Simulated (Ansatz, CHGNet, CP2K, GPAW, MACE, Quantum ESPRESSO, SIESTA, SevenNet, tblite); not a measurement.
**Al54Cu46 (at. %) with crystalline order left by the classical run (111 atoms): forces by two methods**

111 atoms (60 Al, 51 Cu) placed at random at 4.5 g/cm³, melted at 1800 K for 10 ps at fixed volume with the EAM Al-Cu potential (Cai and Ye, Phys. Rev. B 54, 8398 (1996)). Quenched from 1300 K to 300 K at 500 K/ps and zero pressure, held 5 ps, then minimised at fixed cell. Then every atom was moved at random, 0.03 Å r.m.s. a Cartesian component.

Two calculations on one geometry. First: Kohn-Sham DFT, PBE, PAW, atomic orbitals (dzp); LCAO dzp; h 0.2 Å; other mixer settings; levels smeared at 580 K (GPAW 26.7.0; Γ point). Second: Kohn-Sham DFT, PBE, SSSP efficiency 1.3.0 pseudopotentials, plane waves; sssp-1.3.0-efficiency; 60/480 Ry; levels smeared at 580 K (Quantum ESPRESSO 7.5; sssp-pbe-1.3.0-efficiency, cutoffs 60/480 Ry, Γ point).

Cell vectors (Å):

```
11.739 0.000 0.000
0.000 11.739 0.000
0.000 0.000 11.739
```

Atom, position (Å) and force of the first calculation (eV/Å):

```
1 Al 0.118 5.676 9.712 -0.588 -1.191 -0.686
2 Al 3.753 9.764 9.538 0.421 -0.237 -0.272
3 Al 0.461 8.371 5.461 -0.686 -0.181 -0.216
4 Al 2.241 2.666 0.694 0.116 -0.253 0.280
5 Al 2.479 2.042 7.602 0.073 -0.267 0.433
6 Al 7.278 9.633 6.665 -0.690 0.481 0.696
7 Al 8.898 8.157 0.265 -0.143 0.189 -0.145
8 Al 7.060 8.513 2.181 -0.480 0.329 0.011
9 Al 3.768 10.932 3.582 0.255 0.052 0.184
10 Al 7.105 0.625 7.245 -0.665 -0.023 0.086
11 Al 10.329 10.615 10.901 0.171 0.035 -0.051
12 Al 0.708 4.259 7.185 0.246 0.258 0.340
13 Al 5.863 9.130 4.590 -0.705 0.024 -0.232
14 Al 8.533 9.233 9.429 -0.148 -0.222 -0.330
15 Al 0.330 11.461 1.880 -0.132 0.106 0.180
16 Al 5.200 2.734 7.290 -0.228 -0.048 0.248
17 Al 0.679 7.318 2.976 -0.169 0.015 0.006
18 Al 8.588 1.566 3.257 -0.360 0.100 -0.033
19 Al 9.084 10.613 2.315 -0.244 0.000 -0.235
20 Al 3.372 4.439 6.382 0.337 -0.262 -0.114
21 Al 2.845 6.041 4.181 -0.202 -0.157 -0.256
22 Al 9.676 8.768 6.732 0.764 -0.165 0.178
23 Al 1.376 4.754 2.215 0.255 -0.016 0.125
24 Al 5.564 10.720 1.528 0.325 -0.330 0.315
25 Al 11.549 2.548 2.513 0.073 -0.241 0.230
26 Al 9.657 7.575 2.670 0.108 0.327 0.541
27 Al 7.868 5.914 1.622 0.008 -0.049 -0.318
28 Al 6.703 4.107 0.023 0.326 -0.041 -0.243
29 Al 3.050 0.696 10.172 -0.394 0.301 -0.332
30 Al 1.348 10.140 10.821 -0.182 -0.116 -0.029
31 Al 9.286 6.631 8.790 0.058 -0.075 0.401
32 Al 7.652 6.592 6.728 -0.123 -0.458 -0.018
33 Al 2.029 9.393 7.478 -0.365 -0.741 0.879
34 Al 3.794 1.953 5.164 0.056 -0.103 -0.522
35 Al 9.868 1.038 0.793 0.370 0.040 0.120
36 Al 2.798 11.412 6.253 0.151 0.575 -0.711
37 Al 9.109 1.877 5.774 -0.378 0.283 0.170
38 Al 11.567 10.934 6.322 0.599 0.153 -0.821
39 Al 5.972 9.029 10.987 -0.083 -1.087 0.115
40 Al 1.073 2.930 9.691 0.181 -0.104 -0.406
41 Al 8.686 2.635 10.863 -0.149 0.474 -0.593
42 Al 11.204 6.219 0.773 -0.215 -0.147 -0.065
43 Al 6.189 2.101 9.714 0.057 -0.349 0.154
44 Al 2.034 5.151 11.314 -0.198 0.344 -0.019
45 Al 4.252 4.575 0.771 -0.298 -0.606 0.412
46 Al 5.109 1.356 2.763 -0.129 -0.017 0.296
47 Al 8.446 4.218 4.277 0.236 -0.371 0.172
48 Al 11.228 3.526 0.017 -0.136 0.239 0.044
49 Al 7.089 1.234 0.911 -0.135 -0.015 -0.594
50 Al 9.846 4.658 6.768 -0.327 0.200 -0.103
51 Al 3.023 11.696 1.031 -0.076 0.103 0.095
52 Al 7.557 4.597 9.090 -0.025 -0.138 -0.095
53 Al 7.289 6.611 4.201 -0.007 0.432 0.182
54 Al 5.170 5.855 2.888 0.018 -0.086 0.299
55 Al 9.537 11.331 7.869 -0.133 0.258 0.636
56 Al 2.982 8.783 4.922 0.598 -0.052 -0.266
57 Al 11.175 1.941 7.351 0.442 -0.216 0.302
58 Al 5.050 5.412 10.023 0.072 0.427 -0.513
59 Al 10.967 7.865 10.456 0.206 1.246 -0.046
60 Al 2.221 6.786 6.674 -0.337 0.223 0.340
61 Cu 4.061 7.359 8.284 -0.631 -0.065 0.160
62 Cu 0.337 5.653 5.093 0.070 0.504 0.076
63 Cu 6.306 10.467 8.947 0.282 -0.472 -0.608
64 Cu 5.544 6.912 0.699 -0.249 0.187 -0.193
65 Cu 2.210 1.409 3.148 0.328 -0.024 -0.615
66 Cu 8.388 8.913 4.430 -0.026 -0.062 -0.115
67 Cu 0.901 0.027 8.644 0.052 0.264 -0.047
68 Cu 8.086 0.264 10.009 0.215 0.301 -0.739
69 Cu 9.297 5.282 11.119 0.184 -0.339 -0.074
70 Cu 4.708 2.027 0.224 0.140 0.099 0.150
71 Cu 10.581 5.034 3.050 0.361 0.483 0.066
72 Cu 6.513 2.072 4.900 0.077 -0.315 -0.006
73 Cu 9.869 6.787 5.126 -0.332 0.062 -0.194
74 Cu 7.392 3.775 6.640 0.309 0.083 0.145
75 Cu 4.675 9.463 7.047 -0.180 -0.032 -0.150
76 Cu 10.803 0.590 4.031 0.185 0.133 -0.161
77 Cu 5.487 5.319 7.492 0.310 -0.326 0.611
78 Cu 11.437 9.505 8.567 -0.182 0.013 -0.186
79 Cu 11.231 9.155 1.195 -0.235 -0.393 0.014
80 Cu 4.507 0.251 8.117 0.164 0.193 0.092
81 Cu 5.601 4.430 4.960 -0.159 0.301 -0.086
82 Cu 1.031 1.456 5.338 0.229 -1.022 0.844
83 Cu 11.003 3.235 4.897 -0.323 0.172 0.341
84 Cu 3.483 7.242 10.765 0.911 -0.204 0.008
85 Cu 1.287 10.832 4.151 -0.028 0.069 0.590
86 Cu 4.953 6.913 5.785 -0.212 0.498 -0.526
87 Cu 1.609 7.660 9.344 -0.281 0.274 -0.640
88 Cu 3.005 6.768 1.552 0.312 -0.322 0.461
89 Cu 2.676 5.251 8.790 -0.051 -0.093 0.085
90 Cu 3.790 3.162 9.898 -0.371 0.044 -0.250
91 Cu 6.966 11.363 3.782 -0.204 -0.012 -0.344
92 Cu 6.516 3.510 2.557 -0.113 0.042 -0.033
93 Cu 6.378 7.797 8.538 0.349 0.273 0.037
94 Cu 9.128 3.582 1.643 -0.476 -0.322 -0.293
95 Cu 10.791 9.766 3.813 0.280 -0.541 0.219
96 Cu 4.358 8.435 2.716 0.352 0.349 0.129
97 Cu 8.614 2.245 8.313 -0.073 -0.432 0.094
98 Cu 3.613 9.245 0.382 0.224 0.383 0.061
99 Cu 1.396 7.851 0.203 -0.529 -0.129 -0.009
100 Cu 11.433 6.903 7.468 0.129 0.003 -0.360
101 Cu 5.389 11.596 10.882 0.061 0.050 0.062
102 Cu 10.558 1.329 9.762 -0.056 -0.502 0.110
103 Cu 1.663 3.589 4.545 0.604 0.722 -0.159
104 Cu 1.955 9.375 2.249 0.025 0.028 -0.103
105 Cu 7.766 10.528 0.087 0.236 -0.347 0.731
106 Cu 8.975 11.137 5.342 0.051 0.081 0.133
107 Cu 5.304 11.541 5.619 -0.200 0.080 0.043
108 Cu 7.285 6.637 10.625 -0.138 0.277 0.296
109 Cu 3.747 3.538 3.143 0.320 0.480 -0.131
110 Cu 0.663 0.873 11.365 0.168 -0.146 -0.082
111 Cu 10.275 3.735 9.144 0.714 0.809 0.336
```

**Question.** What forces does the second calculation give?

Atom and force (eV/Å):

```
1 -0.596 -1.175 -0.689
2 0.473 -0.254 -0.235
3 -0.646 -0.200 -0.214
4 0.085 -0.282 0.259
5 0.084 -0.266 0.373
6 -0.663 0.470 0.699
7 -0.123 0.210 -0.180
8 -0.449 0.276 0.026
9 0.210 0.058 0.158
10 -0.642 -0.019 0.081
11 0.170 0.013 -0.058
12 0.273 0.272 0.305
13 -0.691 0.055 -0.239
14 -0.173 -0.202 -0.296
15 -0.139 0.066 0.193
16 -0.206 -0.035 0.244
17 -0.118 0.040 -0.053
18 -0.340 0.052 -0.070
19 -0.226 0.007 -0.200
20 0.346 -0.269 -0.092
21 -0.231 -0.185 -0.239
22 0.753 -0.178 0.155
23 0.269 -0.013 0.103
24 0.300 -0.313 0.307
25 0.041 -0.234 0.287
26 0.071 0.337 0.544
27 0.007 -0.032 -0.319
28 0.319 -0.052 -0.287
29 -0.368 0.334 -0.343
30 -0.183 -0.141 0.003
31 0.066 -0.091 0.422
32 -0.128 -0.494 0.044
33 -0.370 -0.751 0.867
34 0.019 -0.093 -0.527
35 0.354 0.083 0.137
36 0.180 0.558 -0.707
37 -0.381 0.278 0.186
38 0.580 0.170 -0.827
39 -0.054 -1.046 0.098
40 0.151 -0.105 -0.402
41 -0.112 0.456 -0.644
42 -0.207 -0.137 -0.081
43 0.048 -0.344 0.199
44 -0.217 0.381 -0.008
45 -0.296 -0.586 0.407
46 -0.149 -0.017 0.282
47 0.250 -0.368 0.171
48 -0.119 0.258 0.031
49 -0.129 -0.038 -0.621
50 -0.339 0.184 -0.084
51 -0.060 0.090 0.098
52 0.000 -0.149 -0.107
53 0.027 0.466 0.177
54 0.044 -0.071 0.248
55 -0.135 0.290 0.617
56 0.533 -0.040 -0.245
57 0.411 -0.188 0.329
58 0.055 0.463 -0.509
59 0.225 1.290 -0.041
60 -0.330 0.204 0.353
61 -0.659 -0.071 0.148
62 0.069 0.508 0.083
63 0.249 -0.514 -0.616
64 -0.295 0.156 -0.148
65 0.362 0.001 -0.576
66 -0.031 -0.069 -0.114
67 0.006 0.252 -0.045
68 0.237 0.276 -0.749
69 0.182 -0.339 -0.098
70 0.147 0.073 0.094
71 0.380 0.504 0.097
72 0.091 -0.307 -0.004
73 -0.351 0.099 -0.174
74 0.282 0.077 0.155
75 -0.170 -0.001 -0.147
76 0.190 0.132 -0.148
77 0.334 -0.336 0.566
78 -0.167 0.032 -0.230
79 -0.228 -0.427 0.027
80 0.190 0.167 0.075
81 -0.140 0.322 -0.071
82 0.276 -1.037 0.825
83 -0.309 0.154 0.377
84 0.880 -0.199 0.027
85 -0.028 0.086 0.572
86 -0.241 0.482 -0.495
87 -0.291 0.220 -0.634
88 0.341 -0.327 0.460
89 -0.055 -0.057 0.081
90 -0.377 0.051 -0.218
91 -0.196 0.023 -0.291
92 -0.127 0.029 -0.027
93 0.331 0.293 0.024
94 -0.484 -0.327 -0.311
95 0.257 -0.516 0.195
96 0.364 0.395 0.117
97 -0.065 -0.485 0.110
98 0.202 0.384 0.040
99 -0.519 -0.128 -0.016
100 0.108 0.031 -0.391
101 0.096 0.013 0.060
102 -0.093 -0.448 0.088
103 0.605 0.732 -0.141
104 0.016 0.007 -0.114
105 0.201 -0.352 0.705
106 0.062 0.077 0.175
107 -0.244 0.085 0.086
108 -0.128 0.222 0.306
109 0.334 0.455 -0.088
110 0.165 -0.161 -0.102
111 0.715 0.769 0.368
```

The two sets differ by 24.6 meV/Å r.m.s., 7.3 % of the r.m.s. force of the Quantum ESPRESSO run. The electron count is odd in QE PBE, sssp-1.3.0-efficiency, 60/480 Ry and GPAW PBE, LCAO dzp, h 0.2 Å, other mixer settings, and they have no spin polarisation, so the unpaired electron is spread evenly over both spins. The network of bonds at the start is that of the classical potential that made the cell, and needn't be the one that DFT or experiment would give. The electronic-structure runs sample only Γ, in a cell whose shortest periodic width is 12 Å, which is coarse for a cell with partly filled levels.

[Logs are printed without paths, hosts, clocks, repeated set-up lines and the standing remarks that a program may print on its own settings, such as how far it seeks lower states.]

[Hosts, paths, dates, database ids (printed as entryN), source tags and the programs' standing remarks are cut or masked in the printed files.]
